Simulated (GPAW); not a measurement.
# How MoS2 absorbs and reflects light

Wanted: where MoS2 starts to absorb, how strongly, and its refractive index.

Calculated with GPAW 26.7.0; DFT, PBE, plane-wave PAW (GPAW data sets), scalar-relativistic, RPA, optical limit.

**1. The structure**

The structure is trigonal, space group R3m (No. 160). Conventional cell: a = 3.160 Å, b = 3.160 Å, c = 18.450 Å, α = 90.00°, β = 90.00°, γ = 120.00°. Nearest to Mo lie 6 S at 2.39 Å. Nearest to S lie 3 Mo at 2.39 Å. S has 3 Mo at 2.39 Å nearest. Farther neighbours and most contacts between anions are not listed.

Coordinates:

```cif
data_structure
_symmetry_space_group_name_H-M 'P 1'
_symmetry_Int_Tables_number 1
_cell_length_a 6.4149
_cell_length_b 6.4149
_cell_length_c 6.4149
_cell_angle_alpha 28.517
_cell_angle_beta 28.517
_cell_angle_gamma 28.517
_cell_volume 53.18
loop_
_atom_site_label
_atom_site_type_symbol
_atom_site_fract_x
_atom_site_fract_y
_atom_site_fract_z
_atom_site_occupancy
Mo1 Mo 0.00000 0.00000 0.00000 1
S2 S 0.41700 0.41700 0.41700 1
S3 S 0.25000 0.25000 0.25000 1
```

**2. Ground state**

The self-consistent density comes first; it also tells whether there is a gap, which decides the occupations and the need for a Drude term.

This step: DFT, PBE, plane-wave PAW (GPAW data sets), scalar-relativistic, ground state (GPAW 26.7.0).

Input file gs.py:

```python
from ase import Atoms
from ase.dft.bandgap import bandgap
from gpaw import GPAW, PW, FermiDirac

atoms = Atoms(['Mo', 'S', 'S'],
              cell=[[1.579999999983, 0.912213425310, 6.150000000000],
                    [-1.579999999983, 0.912213425310, 6.150000000000],
                    [0.000000000000, -1.824426850620, 6.150000000000]],
              scaled_positions=[[0.000000000000, 0.000000000000, 0.000000000000],
                                [0.417000000000, 0.417000000000, 0.417000000000],
                                [0.250000000000, 0.250000000000, 0.250000000000]],
              pbc=[True, True, True])
atoms.calc = GPAW(mode=PW(500), xc='PBE', kpts={'size': (8, 8, 8), 'gamma': True},
                  occupations=FermiDirac(0.05), maxiter=150, txt='gs.txt')
print('energy (eV)', atoms.get_potential_energy())
print('Fermi level (eV)', atoms.calc.get_fermi_level())
print('valence electrons', atoms.calc.get_number_of_electrons())
print('gap (eV)', bandgap(atoms.calc, output=None)[0])
print('direct gap (eV)', bandgap(atoms.calc, direct=True, output=None)[0])
atoms.calc.write('gs.gpw')
```

Started as:

```sh
$ OMP_NUM_THREADS=1 python gs.py
```

Numbers of over 12 decimals in the logs are rounded to 6 here.

Output:

```text
__  _  _
 | _ |_)|_||  |
 |__||  | ||/\| - 26.7.0

Versions:
  Python: 3.12.14
  ASE:    3.29.0
  Numpy:  2.5.5
  Scipy:  1.18.1
  Libxc:  7.0.0

Input parameters:
  mode=PW(ecut=500.0),
  kpts=MonkhorstPack(size=(8, 8, 8), gamma=True),
  maxiter=150,
  occupations=Occupations(name='fermi-dirac', width=0.05, fixmagmom=False),
  xc=XC(name='PBE')

Diagonalizing LCAO Hamiltonian
Converting LCAO to pw mode

       S

       S

       Mo

Atoms  # Å, Bohr magnetons
|   | symbol |         x |         y |        z |    initial magnetic moments |
| 0 |     Mo |  0.000000 |  0.000000 | 0.000000 | ( 0.0000,  0.0000,  0.0000) |
| 1 |      S | -0.000000 | -0.000000 | 7.693650 | ( 0.0000,  0.0000,  0.0000) |
| 2 |      S |  0.000000 |  0.000000 | 4.612500 | ( 0.0000,  0.0000,  0.0000) |

Unit cell  # Å
| periodic |         x |         y |        z |  lengths |    angles |
|      yes |  1.580000 |  0.912213 | 6.150000 | 6.414907 | 28.517500 |
|      yes | -1.580000 |  0.912213 | 6.150000 | 6.414907 | 28.517500 |
|      yes |  0.000000 | -1.824427 | 6.150000 | 6.414907 | 28.517500 |

Number of symmetries: 6
Symmetry operations  # r_c * U_cc + t_c -> r_c
|   | kind |            matrix            |
| 0 |  E   |  1, 0, 0,  0, 1, 0,  0, 0, 1 |
| 1 |  σ   |  1, 0, 0,  0, 0, 1,  0, 1, 0 |
| 2 |  σ   |  0, 1, 0,  1, 0, 0,  0, 0, 1 |
| 3 |  C3  |  0, 1, 0,  0, 0, 1,  1, 0, 0 |
| 4 |  C3  |  0, 0, 1,  1, 0, 0,  0, 1, 0 |
| 5 |  σ   |  0, 0, 1,  0, 1, 0,  1, 0, 0 |

BZ-sampling:
  Number of BZ points: 512
  Number of IBZ points: 65

  Monkhorst-Pack size: [8, 8, 8]
  Monkhorst-Pack shift: [0.0625, 0.0625, 0.0625]

K-points  # in reciprocal-cell coordinates
|     |                                coordinates |     weight |
|   0 | (  0.00000000,   0.00000000,   0.00000000) | 0.00195312 |
|   1 | (  0.12500000,   0.00000000,  -0.12500000) | 0.01171875 |
|   2 | (  0.12500000,   0.00000000,   0.00000000) | 0.01171875 |
|   3 | (  0.12500000,   0.12500000,  -0.12500000) | 0.01171875 |
|   4 | (  0.12500000,   0.12500000,   0.00000000) | 0.01171875 |
|   5 | (  0.12500000,   0.12500000,   0.12500000) | 0.00390625 |
|   6 | (  0.25000000,  -0.12500000,  -0.12500000) | 0.01171875 |
|   7 | (  0.25000000,   0.00000000,  -0.25000000) | 0.01171875 |
|   8 | (  0.25000000,   0.00000000,  -0.12500000) | 0.02343750 |
|   9 | (  0.25000000,   0.00000000,   0.00000000) | 0.01171875 |
| ... |                                            |            |
|  64 | (  0.50000000,   0.50000000,   0.50000000) | 0.00195312 |

Plane wave coefficients: 1367
Cutoff: 500.0 eV

Spin-components: 1 (collinear spins)
Bands:           20
Projectors:      16
Spin-degeneracy: 2
Datatype:        complex128

Parallelization:
  kpt:    1
  domain: 1
  band:   1

Density:
  Valence electrons: 26.0
  Components: 1
  Grid points: [35 35 35]
  Charge: 0.0  # |e|

Potential:
  Grid points: [35 35 35]

species:
  Mo:
    name:    Molybdenum
    id:
    Z:       42.0
    valence: 14
    core:    28
    charge:  0.0  # [|e|]
    compensation charges:
      type: gauss
      rc: 0.38  # [Å]
      lmax: 2
    cutoffs:
      filter: 2.16  # [Å]
      core: 1.42  # [Å]
    projectors
    | kind |    occ | energy [eV] | rcut [Å] |
    |   4s |  2.000 |     -64.307 |    1.238 |
    |   5s |  1.000 |      -4.084 |    1.238 |
    |   4p |  6.000 |     -38.491 |    1.296 |
    |   5p |  0.000 |      -1.044 |    1.296 |
    |   4d |  5.000 |      -3.754 |    1.296 |
    |    d |        |      23.458 |    1.296 |

    Using partial waves for Mo as LCAO basis

  S:
    name:    Sulfur
    id:
    Z:       16.0
    valence: 6
    core:    10
    charge:  0.0  # [|e|]
    compensation charges:
      type: gauss
      rc: 0.24  # [Å]
      lmax: 2
    cutoffs:
      filter: 1.77  # [Å]
      core: 1.66  # [Å]
    projectors
    | kind |    occ | energy [eV] | rcut [Å] |
    |   3s |  2.000 |     -17.254 |    0.974 |
    |   3p |  4.000 |      -7.008 |    0.979 |
    |    s |        |       9.957 |    0.974 |
    |    p |        |      20.203 |    0.979 |
    |    d |        |       0.000 |    0.900 |

    Using partial waves for S as LCAO basis

Reference energy: -131849.312427  # eV

eigensolver:
  PPCG
  Converge bands: occupied
  niter=2

density mixing:
  MSR1-Mixer
  Pratt-step length: 0.05
  Maximum mixing coefficient: 0.75
  Old densities: 10
  SVD Regularization: 0.005
  Good broyden scale: 1.0
  Trust region scale: 1.0
  Backstep threshold: 4.0
  History deletion threshold: 6.0
  Fourier metric: weight=20.0, sigma=0.015

occupation numbers:
  Fermi-Dirac:
    width: 0.0500  # eV

poisson solver:
  ecut: 4000.0  # eV

xc functional:
  name: PBE with 2 nearest neighbor stencil

convergence criteria:
- Maximum [total energy] change in last 3 cyles: 0.0005 eV / valence electron
- Maximum integral of absolute [dens]ity change: 0.0001 electrons / valence electron
- Maximum integral of absolute [eigenst]ate change: 4e-08 eV^2 / valence electron
maximum number of iterations: 150

SCF iterations
|iter     |      energy | eigst |  dens |
|iter:   1||  -23.654308 | +0.39 |       |
|iter:   2||  -23.134140 | -1.36 | -0.98 |
|iter:   3||  -22.063065 | -0.98 | -1.05 |
|iter:   4||  -22.047642 | -2.18 | -1.53 |
|iter:   5||  -22.050307 | -2.79 | -1.83 |
|iter:   6||  -22.048029c| -3.50 | -2.33 |
|iter:   7||  -22.048018c| -4.56 | -2.95 |
|iter:   8||  -22.047993c| -5.36 | -3.31 |
|iter:   9||  -22.047989c| -6.11 | -3.61 |
|iter:  10||  -22.047989c| -7.51c| -4.35c|

Converged in 10 steps
SCF loop duration: 117.761 s (11.776 s/step)
Energy contributions relative to reference atoms: (reference = -131849.312427)

Energy contributions:
  Kinetic:           3.444433
  Coulomb:          -8.761042
  Zero:             -0.159236
  External:          0.000000
  Xc:              -16.572143
  Entropy:          -0.000001
  Spinorbit:         0.000000
  ----------------------------
  Free energy:     -22.047990
  Extrapolated:    -22.047989

dipole moment: (-0.000000, -0.000000, -86.181323)  # |e|*Ang

Fermi level: 8.778
Eigenvalues  # (at kpt = [0.000, 0.000, 0.000])
| band index |      eig [eV] | occ [0-2] |
|          0 |       -53.288 |     2.000 |
|        ... |               |           |
|          5 |        -5.072 |     2.000 |
|          6 |         1.362 |     2.000 |
|          7 |         4.887 |     2.000 |
|          8 |         4.887 |     2.000 |
|          9 |         6.022 |     2.000 |
|         10 |         6.022 |     2.000 |
|         11 |         7.080 |     2.000 |
|         12 |         7.174 |     2.000 |
|         13 |        10.358 |     0.000 |
|         14 |        10.358 |     0.000 |
|         15 |        10.778 |     0.000 |
|         16 |        10.778 |     0.000 |
|         17 |        13.853 |     0.000 |
|         18 |        16.432 |     0.000 |
|         19 |        16.823 |     0.000 |

Gap: 1.020 eV
Transition (v -> c):
  (s=0, k=64, n=12, [0.50, 0.50, 0.50]) -> (s=0, k=8, n=13, [0.25, 0.00, -0.12])
Direct/indirect transitions are different
Direct gap: 2.001 eV
Transition at: (s=0, k=22, n=12, [0.38, 0.00, -0.38])

--- standard output ---
energy (eV) -22.047989
Fermi level (eV) 8.777572
valence electrons 26.0
gap (eV) 1.019523
direct gap (eV) 2.000639
```

Elapsed: 2.1 min, on 1 thread of Arm Neoverse V1, shared host; peak memory 0.24 GiB.

This step gave:

- energy: -22.05 eV
- Fermi energy: 8.778 eV
- gap on the k-mesh: 1.020 eV
- direct gap on the mesh: 2.001 eV
- electrons: 26

There is a gap, 1.02 eV on this mesh (points off the mesh can give less), so no carriers' term is needed.

**3. Bands for the response**

At the fixed density, many empty bands are solved on the mesh of the response, since the spectrum sums over them.

This step: DFT, PBE, plane-wave PAW (GPAW data sets), scalar-relativistic, bands at fixed density (GPAW 26.7.0).

Input file nscf.py:

```python
from ase.dft.bandgap import bandgap
from gpaw import GPAW, FermiDirac

calc = GPAW('gs.gpw').fixed_density(kpts={'size': (12, 12, 12), 'gamma': True}, nbands=46, convergence={'bands': 40},
                                    occupations=FermiDirac(0.001), txt='nscf.txt')
print('gap (eV)', bandgap(calc, output=None)[0])
print('direct gap (eV)', bandgap(calc, direct=True, output=None)[0])
print('top band over the Fermi level (eV)', min(calc.get_eigenvalues(kpt=k)[39] for k in range(len(calc.get_ibz_k_points()))) - calc.get_fermi_level())
calc.write('full.gpw', mode='all')
```

Started as:

```sh
$ OMP_NUM_THREADS=1 python nscf.py
```

Output:

```text
Diagonalizing LCAO Hamiltonian
Converting LCAO to pw mode
convergence criteria:
- Maximum integral of absolute [eigenst]ate change: 4e-08 eV^2 / valence electron
maximum number of iterations: 150

SCF iterations
|iter     |      energy | eigst |  dens |
|iter:   1||             | +3.40 |       |
|iter:   2||             | +2.05 |       |
|iter:   3||             | +1.13 |       |
|iter:   4||             | +0.18 |       |
|iter:   5||             | -0.68 |       |
|iter:   6||             | -1.51 |       |
|iter:   7||             | -2.30 |       |
|iter:   8||             | -3.16 |       |
|iter:   9||             | -4.00 |       |
|iter:  10||             | -4.88 |       |
|iter:  11||             | -5.71 |       |
|iter:  12||             | -6.57 |       |
|iter:  13||             | -7.22 |       |
|iter:  14||             | -7.72c|       |
SCF steps: 14
  __  _  _
 | _ |_)|_||  |
 |__||  | ||/\| - 26.7.0

Versions:
  Python: 3.12.14
  ASE:    3.29.0
  Numpy:  2.5.5
  Scipy:  1.18.1
  Libxc:  7.0.0

Input parameters:
  mode=PW(ecut=500.0),
  convergence={'bands': 40},
  gpts=array([35, 35, 35]),
  kpts=MonkhorstPack(size=(12, 12, 12), gamma=True),
  maxiter=150,
  nbands=46,
  occupations=Occupations(name='fermi-dirac', width=0.001, fixmagmom=False),
  parallel={},
  xc=XC(name='PBE')

--- standard output ---
gap (eV) 0.908808
direct gap (eV) 1.691316
top band over the Fermi level (eV) 26.445678
```

Run time: 16 min. Hardware: 1 thread; peak memory 0.46 GiB.

This step gave:

- gap on the k-mesh: 0.9088 eV
- direct gap on the mesh: 1.691 eV

**4. Dielectric function, RPA**

Transitions between filled and empty bands, summed over the zone, give the optical response, so mesh, band count and broadening shape it.

The induced potential is part of this response.

This step: DFT, PBE, plane-wave PAW (GPAW data sets), scalar-relativistic, RPA, optical limit (GPAW 26.7.0).

Input file df.py:

```python
from gpaw.response.df import DielectricFunction

df = DielectricFunction('full.gpw', frequencies={'type': 'nonlinear', 'domega0': 0.03, 'omega2': 8},
                        ecut=60,
                        eta=0.15,
                        nbands=40,
                        txt='df.txt')
for direction in ['x', 'z']:
    df.get_dielectric_function(xc='RPA', direction=direction, filename=f'df_{direction}.csv')
```

Started as:

```sh
$ OMP_NUM_THREADS=1 python df.py
```

Output:

```text
Using integrator: PointIntegrator
NonLinearFrequencyDescriptor(from 0.000 to 90.926 eV, 532 points)
Nonperiodic BCs:  [False False False]
Using integrator: PointIntegrator
NonLinearFrequencyDescriptor(from 0.000 to 90.926 eV, 532 points)
Nonperiodic BCs:  [False False False]

Calculating chi0 body with:
    Ground state adapter containing:
    Number of spins: 1
    Number of kpoints: 1728
    Number of irreducible kpoints: 189
    Number of completely occupied states: 13
    Number of partially occupied states: 13

    Linear response parametrization:
    q_c: [0.0, 0.0, 0.0]
    Number of frequency points: 532
    Planewave cutoff: 60.0
    Number of bands: 40
    Number of planewaves: 43
    Broadening (eta): 0.15

Integrating chi0 body.

Symmetries of q_c:
    Direct symmetries (Uq -> q): 6
    Indirect symmetries (TUq -> q): 6
In total 12 allowed symmetries.

189 groups of equivalent kpoints. 89.0625% reduction.

Integral kind: spectral function

Calculating chi0 optical extensions with:
    Ground state adapter containing:
    Number of spins: 1
    Number of kpoints: 1728
    Number of irreducible kpoints: 189
    Number of completely occupied states: 13
    Number of partially occupied states: 13

    Linear response parametrization:
    Number of frequency points: 532
    Planewave cutoff: 60.0
    Number of bands: 40
    Number of planewaves: 43
    Broadening (eta): 0.15
Integrating chi0 head and wings.

Symmetries of q_c:
    Direct symmetries (Uq -> q): 6
    Indirect symmetries (TUq -> q): 6
In total 12 allowed symmetries.

189 groups of equivalent kpoints. 89.0625% reduction.

Integral kind: spectral function wings
```

Elapsed: 2.4 min, on 1 thread; peak memory 0.33 GiB.

Numbers from this step:

* electronic dielectric constant ε∞, mean over x, y and z (by symmetry where fewer were run): 11.02
* main peak of Im epsilon, first axis: 2.924 eV

The Im ε has structure finer than the step of the table below, so its rows give means over 1 eV, whole bins alone (the curve runs from 0 to 21.9 eV). Peaks (eV: height): E ∥ x 2.9: 23.7; E ∥ z 2.5: 4.40, 10.2: 6.00.

Values under the direct gap are tails of Lorentzian lines. Im ε against photon energy; means over each step:

| photon energy (eV) | E ∥ x | E ∥ z |
| --- | --- | --- |
| 1 | 0.624 | 0.0928 |
| 2 | 6.15 | 1.12 |
| 3 | 19.1 | 3.59 |
| 4 | 13.5 | 2.75 |
| 5 | 10.2 | 2.76 |
| 6 | 6.95 | 2.71 |
| 7 | 4.98 | 2.67 |
| 8 | 2.94 | 3.01 |
| 9 | 2.42 | 4.31 |
| 10 | 3.59 | 5.65 |
| 11 | 3.72 | 5.43 |
| 12 | 3.01 | 5.11 |
| 13 | 2.27 | 3.47 |
| 14 | 1.85 | 2.98 |
| 15 | 1.55 | 2.04 |
| 16 | 1.13 | 1.80 |
| 17 | 0.894 | 1.60 |
| 18 | 0.938 | 1.30 |
| 19 | 0.839 | 0.889 |
| 20 | 0.689 | 0.902 |
| 21 | 0.518 | 0.623 |

Table of Re ε by photon energy:

| photon energy (eV) | E ∥ x | E ∥ z |
| --- | --- | --- |
| 0 | 13.7 | 5.75 |
| 1 | 15.0 | 5.99 |
| 2 | 20.7 | 7.39 |
| 3 | 8.72 | 4.84 |
| 4 | 2.21 | 4.56 |
| 5 | -1.21 | 4.32 |
| 6 | -1.45 | 3.90 |
| 7 | -2.54 | 4.03 |
| 8 | -1.77 | 3.96 |
| 9 | 0.743 | 5.08 |
| 10 | 0.905 | 3.14 |
| 11 | -0.409 | 1.23 |
| 12 | -0.714 | 0.0797 |
| 13 | -1.04 | -1.22 |
| 14 | -0.769 | -0.990 |
| 15 | -0.779 | -0.933 |
| 16 | -0.694 | -0.616 |
| 17 | -0.237 | -0.498 |
| 18 | -0.223 | -0.632 |
| 19 | -0.254 | -0.447 |
| 20 | -0.223 | -0.324 |
| 21 | -0.108 | -0.348 |

(Continued in part 2 of 2.)

[Machine, clock and banner lines and Python warnings are left out of the logs.]

[Logs are printed without paths, hosts, clocks, repeated set-up lines and the standing remarks that a program may print on its own settings, such as how far it seeks lower states.]

[Hosts, paths, dates, database ids (printed as entryN), source tags and the programs' standing remarks are cut or masked in the printed files.]
